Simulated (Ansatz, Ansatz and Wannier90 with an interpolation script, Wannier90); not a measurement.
An input for Ansatz 0.2.0 (GaSb (F-43m)):

```yaml
crystal:
  lattice:
    - [0.0, 3.059, 3.059]
    - [3.059, 0.0, 3.059]
    - [3.059, 3.059, 0.0]
  atoms:
    - { symbol: Ga, position: [0.0, 0.0, 0.0] }
    - { symbol: Sb, position: [0.75, 0.75, 0.75] }
kpoints:
  mp_grid: { grid: [6, 6, 6] }
hamiltonian:
  xc: r2scan
scf:
  occupations: { method: fixed }
gw:
  n_empty_bands: 263
  ecut_chi: 160.0
  qp_bands: [v3, c4]
  screening: { model: godby_needs }
```

The database entry behind the starting cell differs from later determinations by our own check (about 0.4 % long), so it need not match the best structure at ambient conditions.

```sh
ansatz run input.yaml --threads 12 --pin off --max-ram 22118MiB --backend cpu --events-out ev --progress --plain --runs-dir out
```

Q: Estimate wall time and host memory on 12 threads of Arm Neoverse V2, shared host.

It took 2.7 min; on shared hardware allow 82 s to 5.5 min. Peak host memory was 2.8 GiB. The sizes that set the cost: 1459 plane waves a state, 16 irreducible k points, 277 bands summed, 259 plane waves in the screening and 6 SCF cycles.

The screening grows as filled bands × empty bands × pairs of k points, times the square of the screening basis for the matrix.

[Paths, hosts, dates, memory and timing lines, banners, echoed tables and standing remarks are left out of the program output.]

[Logs are printed without paths, hosts, clocks, repeated set-up lines and the standing remarks that a program may print on its own settings, such as how far it seeks lower states.]

[Runs of the session that timed out or met a known fault of the program may be left out.]

[Hosts, paths, dates, database ids (printed as entryN), source tags and the programs' standing remarks are cut or masked in the printed files.]
